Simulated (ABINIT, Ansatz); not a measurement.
# LiBiB2O6 (R-3): G0W0 on several meshes in ABINIT, part 2 of 2

Aim: the GW shift of LiBiB2O6 (R-3) against the k mesh.

ABINIT 10.8.3; LDA and many-body steps on it, plane waves. Known limits of the many-body steps: not at the basis limit; no spin-orbit coupling; coarse k mesh.

So far. Step 4 (2×2×2): The gap on the mesh goes from 1.29 eV to 2.72 eV, a correction of +1.42 eV. Step 5 (Empty states on the mesh, 4×4×4 mesh, 115 bands): On this mesh the gap is 1.277 eV.

### Step 7. 4×4×4

This step: G0W0 on LDA, plane waves, norm-conserving pseudopotentials.

Input file run.abi:

```
acell 3*1.0 Angstrom
rprim 
  2.439250647883 1.408302018200 5.224968345293
  -2.439250647883 1.408302018200 5.224968345293
  0.000000000000 -2.816604036329 5.224968345313
ntypat 4
znucl 3 5 83 8
natom 10
typat 1 2 2 3 4 4 4 4 4 4
xred 
  0.500000000000 0.500000000000 0.500000000000
  0.254532000000 0.254532000000 0.254532000000
  0.745468000000 0.745468000000 0.745468000000
  -0.000000000000 -0.000000000000 0.000000000000
  0.031291000000 0.463879000000 0.746058000000
  0.536121000000 0.253942000000 0.968709000000
  0.253942000000 0.968709000000 0.536121000000
  0.746058000000 0.031291000000 0.463879000000
  0.463879000000 0.746058000000 0.031291000000
  0.968709000000 0.536121000000 0.253942000000
pp_dirpath "pseudos"
pseudos "Li.upf, B.upf, Bi.upf, O.upf"
ecut 44
ngkpt 4 4 4
nshiftk 1
shiftk 0 0 0
kptopt 1
chksymbreak 0
istwfk *1
occopt 1
irdwfk 1
optdriver 4
nband 105
gwcalctyp 0
ecutsigx 44
symsigma 1
nkptgw 3
kptgw 
  -0.2500000000 0.2500000000 0.0000000000
  0.5000000000 0.5000000000 0.5000000000
  0.0000000000 0.0000000000 0.0000000000
bdgw 
  33 36
  33 36
  33 36
ecuteps 4.2
irdscr 1
ppmodel 1
indata_prefix "in"
outdata_prefix "out"
tmpdata_prefix "tmp"
```

Started as:

```
$ OMP_NUM_THREADS=1 mpirun -n 4 abinit run.abi > log
```

Numbers of over 12 decimals in the logs are rounded to 6 here.

Log:

```text
.Version 10.8.3 of ABINIT. v10.8.2 released Aug 2026.

 Symmetries : space group R-3 (#148); Bravais hR (rhombohedral)
[... echo of the input left out ...]
== DATASET  1 ==================================================================
-   mpi_nproc: 4, omp_nthreads: 1 (-1 if OMP is not activated)

--- !DatasetInfo
iteration_state: {dtset: 1, }
dimensions: {natom: 10, nkpt: 14, mband: 105, nsppol: 1, nspinor: 1, nspden: 1, mpw: 10163, }
cutoff_energies: {ecut:  44.0, pawecutdg:  -1.0, }
electrons: {nelect:   6.80000000E+01, charge:   0.00000000E+00, occopt:   1.00000000E+00, tsmear:   1.00000000E-02, }

 SIGMA: Calculation of the GW corrections

 Based on a program developped by R.W. Godby, V. Olevano, G. Onida, and L. Reining.
 Incorporated in ABINIT by V. Olevano, G.-M. Rignanese, and M. Torrent.
.Using double precision arithmetic ; gwpc =  8

[... cell and pseudopotentials left out ...]
--------------------------------------------------------------------------------

 ==== K-mesh for the wavefunctions ====
 Number of points in the irreducible wedge :    14
[... list of points left out ...]
 Together with  6 symmetry operations and time-reversal symmetry
 yields    64 points in the full Brillouin Zone.

 ==== Q-mesh for screening function ====
 Number of points in the irreducible wedge :    14
[... list of points left out ...]
 Together with  6 symmetry operations and time-reversal symmetry
 yields    64 points in the full Brillouin Zone.

 vcoul_init : cutoff-mode = AUXILIARY_FUNCTION
 q-points for optical limit:   1
     1)      0.000010    0.000020    0.000030
 setmesh: FFT mesh size selected  =    72x   72x   72
          total number of points  =       373248

 Number of electrons calculated from density =   68.0000; Expected =   68.0000
[...]
number of plane-waves for wavefunctions         10163
 number of bands                                   105
 number of q-points in IBZ                          14
 number of frequencies                               2
 number of real frequencies                          1
 number of imag frequencies                          1

 matrix elements of self-energy operator (all in [eV])

 Perturbative Calculation

--- !SelfEnergy_ee
iteration_state: {dtset: 1, }
kpoint     : [  -0.250,    0.250,    0.000, ]
spin       : 1
KS_gap     :    1.686
QP_gap     :    3.286
Delta_QP_KS:    1.600
data: !SigmaeeData |
     Band     E0 <VxcDFT>   SigX SigC(E0)      Z dSigC/dE  Sig(E)    E-E0       E
       33   2.271 -19.450 -24.869   5.360   0.759  -0.317 -19.495  -0.045   2.226
       34   2.582 -19.902 -25.241   5.326   0.759  -0.318 -19.911  -0.009   2.572
       35   4.268 -19.831 -17.082  -0.735   0.789  -0.267 -18.240   1.590   5.859
[...]
--- !SelfEnergy_ee
iteration_state: {dtset: 1, }
kpoint     : [   0.500,    0.500,    0.500, ]
spin       : 1
KS_gap     :    1.840
QP_gap     :    3.450
Delta_QP_KS:    1.609
data: !SigmaeeData |
     Band     E0 <VxcDFT>   SigX SigC(E0)      Z dSigC/dE  Sig(E)    E-E0       E
[...]
--- !SelfEnergy_ee
iteration_state: {dtset: 1, }
kpoint     : [   0.000,    0.000,    0.000, ]
spin       : 1
KS_gap     :    1.500
QP_gap     :    3.040
Delta_QP_KS:    1.541
data: !SigmaeeData |
     Band     E0 <VxcDFT>   SigX SigC(E0)      Z dSigC/dE  Sig(E)    E-E0       E
[...]
35   3.903 -19.159 -16.679  -0.629   0.787  -0.271 -17.703   1.456   5.360
       36   9.212 -12.698  -6.922  -3.888   0.812  -0.231 -11.165   1.533  10.745

== END DATASET(S) ==============================================================
================================================================================

 -outvars: echo values of variables after computation  --------
           etotal      0.0000000000E+00
            nband         105
             nkpt          14
          spgroup         148
 [... the other variables as echoed above ...]

 Calculation completed.
```

Run time: 69 s. Hardware: 4 MPI ranks of AMD EPYC 9R14 (Zen 4), shared host; peak memory 4.4 GiB.

This step gave:

* G0W0 gap on the points computed: 2.764 eV
* starting gap on the mesh: 1.277 eV
* k of the valence top: -0.25, 0.25, 0
* k of the conduction bottom: 0.5, 0.5, 0.5
* Z at the valence top: 0.759
* Z at the conduction bottom: 0.789
* least direct G0W0 gap on the computed points: 3.041 eV

Against G0W0 in ABINIT (2×2×2 mesh, 105 bands, screening to 114.3 eV, Godby-Needs plasmon pole), the gap moves by +0.049 eV.

### Step 8. The runs together

Times are wall times on 4 MPI ranks of AMD EPYC 9R14 (Zen 4), shared host, good to a factor of about two. A run's time includes the screening step that it read.

| run | mesh | bands | screening cutoff (eV) | DFT gap (eV) | gap on the mesh (eV) | direct (eV) | ε∞ used | time |
| --- | --- | --- | --- | --- | --- | --- | --- | --- |
| 2×2×2 | 2×2×2 | 105 | 114.3 | 1.292 | 2.715 | 2.992 | 5.62 | 65 s |
| 4×4×4 | 4×4×4 | 105 | 114.3 | 1.277 | 2.764 | 3.041 | 4.81 | 11 min |

### Step 9. Summary of results

```yaml
2x2x2: 2.715 eV
4x4x4: 2.764 eV
known_limits: not at the basis limit; no spin-orbit coupling; coarse k mesh
```

**Reading.** 4×4×4: +0.049 eV against 2×2×2, −0.015 eV of it in the start. Bands and cutoff are finite, so the gap is not at the basis limit. The miss can reach some tenths of an eV and take either sign; the mesh is an error of its own. In the first G0W0 run levels were corrected at 3 k points alone, so a gap called «on the mesh» is the least over those, and an edge elsewhere would be missed. The 2×2×2 mesh is coarse for this cell, which bears on the long-range parts of exchange and screening. Where an edge is built on 6p states of lead, bismuth or thallium, scalar-relativistic gaps usually stand too wide, by a few tenths to over one eV. The many-body steps are scalar-relativistic: spin-orbit coupling is not in them.

[Paths, hosts, dates, memory and timing lines, banners, echoed tables and standing remarks are left out of the program output.]

[Logs are printed without paths, hosts, clocks, repeated set-up lines and the standing remarks that a program may print on its own settings, such as how far it seeks lower states.]

[Runs of the session that timed out or met a known fault of the program may be left out.]

[No measured gap is set beside runs whose start may be inverted or whose files or cutoffs have a known fault.]

[Hosts, paths, dates, database ids (printed as entryN), source tags and the programs' standing remarks are cut or masked in the printed files.]

[G0W0 gaps are taken among the corrected bands and points alone; a level outside them can change the order at an edge.]

[Where Ansatz stands beside ABINIT at settings called matched, ABINIT's density can come from a denser mesh and the files from another edition; pairs whose starting gaps differed by over 0.03 eV were left out, so agreement reads better than it is.]
